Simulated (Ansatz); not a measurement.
# TaN (P-62m): zone-centre modes under pressure, part 2 of 3

Wanted: Grüneisen parameters and pressure coefficients of the modes of TaN (P-62m).

Ansatz 0.2.0; DFT LDA, scalar-relativistic, plane waves, PAW; PAW set soft_1.

So far. Step 4 (Tight relaxation): The largest force component left is 0.068 meV/Å and the pressure is -0.001 GPa, within the tolerances set. The cell now holds 11.00 Å³/atom.

**5. Zone-centre response at rest**

Phonons follow from the second derivative of the energy, found here by linear response.

The modes at rest are the reference of the series.

input.yaml

```yaml
crystal:
  lattice:
    - [5.1475854006, 0.0, 0.0]
    - [-2.5737927003, 4.4579397251, 0.0]
    - [0.0, 0.0, 2.8761266428]
  atoms:
    - { symbol: "N", position: [0.3935153269, 0.0, 0.0] }
    - { symbol: "N", position: [0.6064846731, 0.6064846731, 0.0] }
    - { symbol: "N", position: [0.0, 0.3935153269, 0.0] }
    - { symbol: Ta, position: [0.3333333333, 0.6666666667, 0.5] }
    - { symbol: Ta, position: [0.6666666667, 0.3333333333, 0.5] }
    - { symbol: Ta, position: [0.0, 0.0, 0.0] }
kpoints:
  mp_grid: { grid: [9, 9, 12] }
hamiltonian:
  xc: lda
  pseudopotentials: { kind: paw, azcp: { folder: soft_1 }, xc_functional: pbe }
scf:
  occupations: { method: methfessel_paxton, width: 0.2 }
output:
  eigenvalues: true
phonons:
  method: dfpt
```

On the command line:

```sh
$ ansatz run input.yaml --threads 4 --pin off --max-ram 16384MiB --backend cpu --events-out ev --progress --plain --runs-dir out
```

Numbers of over 12 decimals in the logs are rounded to 6 here.

What it wrote:

```text
zone centre: on kpoints.mp_grid the ground state, and the responses unless they are solved on pairs of k-points, stand on 287 of the mesh's 972 k-points, reduced under 2 symmetry operations, with k and −k counted as one. Each operation leaves every solved displacement unchanged or reverses it
[...]
Crystal: 6 atoms, lattice volume = 66.000 Å³
Basis set: ecut = 420 eV, 1287 PW (Γ), exchange–correlation on 72×72×40 points (8 copies of the dense FFT grid, shifted against one another)
Bands: 33, of which v1, the nominal top of the filled ones, is band 27 counted from 1 (26 counted from 0)
Symmetry: 12 space group operations
k-points: 287 of 972 (irreducible under 2 space group operations, time reversal used)
[...]
SCF iter   1: F=—  HF=-30180.952424 eV  |F-HF|=—  |Δ(HF+E_count)|=         —  Δρ=6.81e-2  dr2=3.74e0  ethr=3.10e-3  ⟨swp⟩=4.6  Hψ=36915  notcnv=0
[...]
SCF iter  10: F=-30180.117100 eV  HF=-30180.117100 eV  |F-HF|=0.00e0  |Δ(HF+E_count)|=  3.64e-12  S|Δr|=    0.00e0  Δρ=1.03e-7  dr2=3.69e-12  ethr=1.00e-12  ⟨swp⟩=9.4  Hψ=53263  notcnv=0
[...]
SCF 1 converged in 10 iterations: F = -30180.117100 eV  dr2 = 3.69e-12
[...]
DFPT response loops at Γ: preconditioner auto → Kerker (q_TF=auto, 2.639 Å⁻¹) (partly filled bands, converged f_vac=0.000); β = 1.00, the filter's whole step (`scf.mixing.beta` (0.50) is not read by the response loops under this deck's `scf.mixing.preconditioner`; to damp them name `kerker` or `kerker_dos`, under which they read `scf.mixing.beta`, and type it under 1.00, their step now; both keys bind the ground state too); Broyden in place of MSR1
SCF converged after 10 iterations
[...]
Free energy (F): -30180.117100 eV
[...]
Internal energy: -30180.120245 eV  (E = F + TS)
E sigma→0 (E₀):  -30180.117887 eV
Entropy (-TS):   0.003144 eV (0.524 meV/atom)
Fermi energy:    20.027430 eV
[...]
--- Band table (eV; the first three rows and the last of 287) ---
  k-point 0: bands = [... 23 lower, 15.6088, 16.5795, 17.9445, 18.9580, 18.9580, 20.5114, 20.5114, 21.7892, ... 2 higher]
  k-point 1: bands = [... 23 lower, 15.2152, 16.8200, 18.3061, 18.6140, 18.6140, 20.9486, 20.9486, 21.9079, ... 2 higher]
  k-point 2: bands = [... 23 lower, 14.5776, 17.5745, 18.2072, 18.2072, 19.1465, 21.3959, 21.3959, 21.9615, ... 2 higher]
  k-point 286: bands = [... 23 lower, 15.8154, 16.6463, 17.8068, 18.8645, 21.0824, 21.5779, 22.8213, 22.8445, ... 2 higher]
--- Phonons (Γ-DFPT): 7 representative perturbations + reference, on 287 of 972 k-points (Σ response iterations 22) ---
  k mesh reduced under 2 symmetry operations, with k and −k counted as one. Each operation leaves every solved displacement unchanged or reverses it
  ASR residual: 4.222e-5 → 0.000e0 eV/Å²; symmetrization residual: 3.908e-6 eV/Å²
  ASR residual per site (eV/Å²): 4.22e-5 4.11e-5 4.11e-5 2.98e-5 2.98e-5 2.92e-5
  Γ frequencies (cm⁻¹): 0.00 0.00 0.00 150.63 192.97 192.97 193.66 235.40 235.40 591.66 591.66 609.90 617.03 617.03 631.44 665.43 665.43 719.32
  non-analytic LO–TO correction: not included (Born effective charges unavailable; polar crystals: no LO–TO splitting at Γ)
```

It took 2.3 min on 4 threads of Arm Neoverse V2, shared host; peak memory 2.1 GiB; 8.6 min of CPU time.

The column dr2 measures how far the density is from self-consistency, as an energy; F and HF (Harris–Foulkes) agree once it is small.

This step gave:

* sum-rule residual before enforcement: 4.22e-5 eV/Å²
* point group: -6m2
* highest optical mode at the zone centre (no LO-TO term): 719.3 cm⁻¹
* lowest optical zone-centre mode: 150.6 cm⁻¹

Patterns of degenerate modes are one choice out of their space. Modes at Γ, with each element's share of the kinetic energy:

```csv
mode,frequency (cm⁻¹),symmetry,N %,Ta %
1,0.0,acoustic,7,93
2,0.0,acoustic,7,93
3,0.0,acoustic,7,93
4,150.6,A2'',1,99
5,193.0,E',2,98
6,193.0,E',2,98
7,193.7,A1'',0,100
8,235.4,E',0,100
9,235.4,E',0,100
10,591.7,E'',100,0
11,591.7,E'',100,0
12,609.9,A2'',92,8
13,617.0,E',94,6
14,617.0,E',94,6
15,631.4,A1',100,0
16,665.4,E',96,4
17,665.4,E',96,4
18,719.3,A2',100,0
```

Displacements in mode 4 (150.6 cm⁻¹), the largest set to 1:
```
N1   0.00  0.00 -0.21
N2   0.00  0.00 -0.21
N3   0.00  0.00 -0.21
Ta4  0.00  0.00 -0.48
Ta5  0.00  0.00 -0.48
Ta6  0.00  0.00  1.00
```

Displacements in mode 18 (719.3 cm⁻¹), the largest set to 1:
```
N1   0.00  1.00  0.00
N2   0.87 -0.50  0.00
N3  -0.87 -0.50  0.00
Ta4  0.00  0.00  0.00
Ta5  0.00  0.00  0.00
Ta6  0.00  0.00  0.00
```

Before it was imposed, the acoustic sum rule was missed by 4.2e-5 eV/Å². Small misses are needed for a sound result but don't prove that mesh and cutoff are converged. The lowest optical mode is real, 151 cm⁻¹.

**6. A member of the series: 1.06 times the volume at rest**

The cell is set to 1.06 times the volume at rest, and shape and atoms relax at that volume.

input.yaml, the sections that differ from step 5:

```yaml
crystal:
  lattice:
    - [5.2530882447, 0.0, 0.0]
    - [-2.6265441223, 4.5493078682, 0.0]
    - [0.0, 0.0, 2.927464239]
  atoms:
    - { symbol: "N", position: [0.3917903649, 0.0, 0.0] }
    - { symbol: "N", position: [0.6082096351, 0.6082096351, 0.0] }
    - { symbol: "N", position: [0.0, 0.3917903649, 0.0] }
    - { symbol: Ta, position: [0.3333333333, 0.6666666667, 0.5] }
    - { symbol: Ta, position: [0.6666666667, 0.3333333333, 0.5] }
    - { symbol: Ta, position: [0.0, 0.0, 0.0] }
output:
  forces: true
  stress: true
  eigenvalues: true
relax:
  adjacent_minimum: "off"
  f_tol: 0.001
  max_steps: 60
  cell: { stress_tol: 0.01, fix: [volume] }
# kpoints, hamiltonian, scf: as in step 5
# phonons: removed
```

What it wrote:

```text
[...]
Crystal: 6 atoms, lattice volume = 69.960 Å³
Basis set: ecut = 420 eV, 1347 PW (Γ)
Bands: 33, of which v1, the nominal top of the filled ones, is band 27 counted from 1 (26 counted from 0)
Symmetry: 12 space group operations
[...]
k-points: 84 of 972 (time reversal used)
[...]
cell:  # Å, volume = 69.9603 Å³
    - [5.255081, -2.887840852111225e-11, 0]
    - [-2.627541, 4.551034, 0]
    - [0, 0, 2.925244]
  atoms:
    - { symbol: N, position: [0.390919, 0, 0] }
    - { symbol: N, position: [0.609081, 0.609081, 0] }
    - { symbol: N, position: [-2.7755575615628914e-17, 0.390919, 0] }
    - { symbol: Ta, position: [0.333333, 0.666667, 0.5] }
    - { symbol: Ta, position: [0.666667, 0.333333, 0.5] }
    - { symbol: Ta, position: [0, 0, 0] }
[key lines of the parts left out:]
SCF converged after 4 iterations
Free energy (F): -30179.886662 eV
Fermi energy:    18.725003 eV
P = ⅓ Tr σ = -17.7094 GPa (-177.094 kbar)
```

The job ended after 22 s (4 threads; peak memory 0.45 GiB).

Little changed from the start: no atom moved by 0.005 Å and no cell edge by 0.1 %.

Numbers from this step:

```yaml
pressure: -17.71 GPa
volume_per_atom: 11.66 Å³
```

The largest force component left is 0.039 meV/Å, at a pressure of -17.71 GPa.

**7. Modes of this member: 1.06 times the volume at rest**

The zone-centre modes follow for 1.06 times the volume at rest.

input.yaml, the sections that differ from step 6:

```yaml
crystal:
  lattice:
    - [5.2550811636, 0.0, 0.0]
    - [-2.6275405818, 4.5510337867, 0.0]
    - [0.0, 0.0, 2.9252442571]
  atoms:
    - { symbol: "N", position: [0.3909191007, 0.0, 0.0] }
    - { symbol: "N", position: [0.6090808993, 0.6090808993, 0.0] }
    - { symbol: "N", position: [0.0, 0.3909191007, 0.0] }
    - { symbol: Ta, position: [0.3333333333, 0.6666666667, 0.5] }
    - { symbol: Ta, position: [0.6666666667, 0.3333333333, 0.5] }
    - { symbol: Ta, position: [0.0, 0.0, 0.0] }
output:
  eigenvalues: true
phonons:
  method: dfpt
# kpoints, hamiltonian, scf: as in step 6
# relax: removed
```

What it wrote:

```text
[...]
Crystal: 6 atoms, lattice volume = 69.960 Å³
Basis set: ecut = 420 eV, 1347 PW (Γ), exchange–correlation on 72×72×40 points (8 copies of the dense FFT grid, shifted against one another)
Bands: 33, of which v1, the nominal top of the filled ones, is band 27 counted from 1 (26 counted from 0)
Symmetry: 12 space group operations
k-points: 287 of 972 (irreducible under 2 space group operations, time reversal used)
[...]
SCF iter   1: F=—  HF=-30180.633730 eV  |F-HF|=—  |Δ(HF+E_count)|=         —  Δρ=6.22e-2  dr2=3.61e0  ethr=3.10e-3  ⟨swp⟩=4.4  Hψ=36925  notcnv=0
[...]
SCF iter  10: F=-30179.886663 eV  HF=-30179.886663 eV  |F-HF|=3.64e-12  |Δ(HF+E_count)|=  4.73e-11  S|Δr|=    0.00e0  Δρ=1.08e-7  dr2=7.19e-12  ethr=1.00e-12  ⟨swp⟩=9.3  Hψ=53913  notcnv=0
[...]
SCF 1 converged in 10 iterations: F = -30179.886663 eV  dr2 = 7.19e-12
[...]
SCF converged after 10 iterations
[...]
Free energy (F): -30179.886663 eV
[...]
Internal energy: -30179.889800 eV  (E = F + TS)
E sigma→0 (E₀):  -30179.887447 eV
Entropy (-TS):   0.003137 eV (0.523 meV/atom)
Fermi energy:    18.725003 eV
[...]
--- Band table (eV; the first three rows and the last of 287) ---
  k-point 0: bands = [... 23 lower, 14.5122, 15.4233, 16.7176, 17.7427, 17.7427, 19.2338, 19.2338, 20.2596, ... 2 higher]
  k-point 1: bands = [... 23 lower, 14.0954, 15.6746, 17.0661, 17.4371, 17.4371, 19.6145, 19.6145, 20.3734, ... 2 higher]
  k-point 2: bands = [... 23 lower, 13.5246, 16.4079, 17.0585, 17.0585, 17.8645, 20.0346, 20.0346, 20.5225, ... 2 higher]
  k-point 286: bands = [... 23 lower, 14.6774, 15.5968, 16.6504, 17.6766, 19.7070, 20.1440, 21.3026, 21.3334, ... 2 higher]
[...]
ASR residual: 4.831e-5 → 0.000e0 eV/Å²; symmetrization residual: 4.662e-6 eV/Å²
  ASR residual per site (eV/Å²): 2.52e-5 2.51e-5 2.51e-5 4.83e-5 4.83e-5 3.69e-5
[...]
```

The job ended after 2 min (4 threads; peak memory 2.2 GiB; 7.4 min of CPU time).

This step gave:

- sum-rule residual before enforcement: 4.83e-5 eV/Å²
- highest optical mode at the zone centre (no LO-TO term): 645.2 cm⁻¹
- lowest optical zone-centre mode: 142.8 cm⁻¹

Patterns of degenerate modes are one choice out of their space. Modes at Γ, with each element's share of the kinetic energy:

```csv
mode,frequency (cm⁻¹),symmetry,N %,Ta %
1,0.0,acoustic,7,93
2,0.0,acoustic,7,93
3,0.0,acoustic,7,93
4,142.8,A2'',0,100
5,171.2,A1'',0,100
6,179.7,E',1,99
7,179.7,E',1,99
8,214.3,E',0,100
9,214.3,E',0,100
10,529.6,E'',100,0
11,529.6,E'',100,0
12,545.5,A2'',92,8
13,547.8,E',95,5
14,547.8,E',95,5
15,593.1,A1',100,0
16,617.4,E',96,4
17,617.4,E',96,4
18,645.2,A2',100,0
```

The lowest optical mode is real, 143 cm⁻¹, and the highest lies at 645.2 cm⁻¹.

For the highest optical mode at the zone centre (no LO-TO term), step 5 gave 719 cm⁻¹; this run, with V/V0 1.06, gives 645 cm⁻¹ (-10 %).

**8. Relaxation of a member: 0.9 times the volume at rest**

The cell is set to 0.9 times the volume at rest, and shape and atoms relax at that volume.

input.yaml, the sections that differ from step 7:

```yaml
crystal:
  lattice:
    - [4.9589197619, 0.0, 0.0]
    - [-2.4794598809, 4.2945504892, 0.0]
    - [0.0, 0.0, 2.7892245117]
  atoms:
    - { symbol: "N", position: [0.3969732036, 0.0, 0.0] }
    - { symbol: "N", position: [0.6030267964, 0.6030267964, 0.0] }
    - { symbol: "N", position: [0.0, 0.3969732036, 0.0] }
    - { symbol: Ta, position: [0.3333333333, 0.6666666667, 0.5] }
    - { symbol: Ta, position: [0.6666666667, 0.3333333333, 0.5] }
    - { symbol: Ta, position: [0.0, 0.0, 0.0] }
output:
  forces: true
  stress: true
  eigenvalues: true
relax:
  adjacent_minimum: "off"
  f_tol: 0.001
  max_steps: 60
  cell: { stress_tol: 0.01, fix: [volume] }
# kpoints, hamiltonian, scf: as in step 7
# phonons: removed
```

What it wrote:

```text
[...]
Crystal: 6 atoms, lattice volume = 59.400 Å³
Basis set: ecut = 420 eV, 1191 PW (Γ)
Bands: 33, of which v1, the nominal top of the filled ones, is band 27 counted from 1 (26 counted from 0)
Symmetry: 12 space group operations
[...]
k-points: 84 of 972 (time reversal used)
[...]
cell:  # Å, volume = 59.4002 Å³
    - [4.955590, -2.8848089077712954e-11, 0]
    - [-2.477795, 4.291666, 0]
    - [0, 0, 2.792975]
  atoms:
    - { symbol: N, position: [0.397858, 0, 0] }
    - { symbol: N, position: [0.602142, 0.602142, 0.0] }
    - { symbol: N, position: [-8.326672684688674e-17, 0.397858, 0] }
    - { symbol: Ta, position: [0.333333, 0.666667, 0.500000] }
    - { symbol: Ta, position: [0.666667, 0.333333, 0.500000] }
    - { symbol: Ta, position: [0, 0, 0] }
[key lines of the parts left out:]
SCF converged after 5 iterations
Free energy (F): -30179.264386 eV
Fermi energy:    22.520454 eV
P = ⅓ Tr σ = 45.3773 GPa (453.773 kbar)
```

The job ended after 16 s (4 threads; peak memory 0.43 GiB; 63 s of CPU time).

Relaxation path:

```
step  energy less that of the first step (eV)  largest force component (eV/Å)  pressure (GPa)  volume (Å³)
   1                                   0.0000                          0.0919           45.57        59.40
   2                                  -0.0004                          0.0108           45.31        59.40
   3                                  -0.0008                          0.0121           45.37        59.40
   4                                  -0.0008                          0.0001           45.38        59.40
  5*                                  -0.0008                          0.0001           45.38        59.40
```

Relaxation steps marked * repeat the geometry before them on a plane-wave basis chosen anew for their cell, so energy and pressure can jump there.

The run keeps the 12 symmetry operations that it works with, so distortions that break them were not tested.

```csv
"conventional cell, symmetrised",before,after,change
a (Å),4.959,4.956,-0.1 %
b (Å),4.959,4.956,-0.1 %
c (Å),2.789,2.793,+0.1 %
volume (Å³/atom),9.90,9.90,+0.0 %
```

Final coordinates:

```cif
data_structure
_symmetry_space_group_name_H-M 'P 1'
_symmetry_Int_Tables_number 1
_cell_length_a 4.9556
_cell_length_b 4.9556
_cell_length_c 2.7930
_cell_angle_alpha 90.000
_cell_angle_beta 90.000
_cell_angle_gamma 120.000
_cell_volume 59.40
loop_
_atom_site_label
_atom_site_type_symbol
_atom_site_fract_x
_atom_site_fract_y
_atom_site_fract_z
_atom_site_occupancy
N1 N 0.39786 0.00000 0.00000 1
N2 N 0.60214 0.60214 0.00000 1
N3 N 0.00000 0.39786 0.00000 1
Ta4 Ta 0.33333 0.66667 0.50000 1
Ta5 Ta 0.66667 0.33333 0.50000 1
Ta6 Ta 0.00000 0.00000 0.00000 1
```

This step gave:

* pressure: 45.38 GPa
* volume per atom: 9.900 Å³

The largest force component left is 0.092 meV/Å, at a pressure of 45.38 GPa.

(Part 2 of 3 ends here.)

[Logs are printed without paths, hosts, clocks, repeated set-up lines and the standing remarks that a program may print on its own settings, such as how far it seeks lower states.]

[Hosts, paths, dates, database ids (printed as entryN), source tags and the programs' standing remarks are cut or masked in the printed files.]
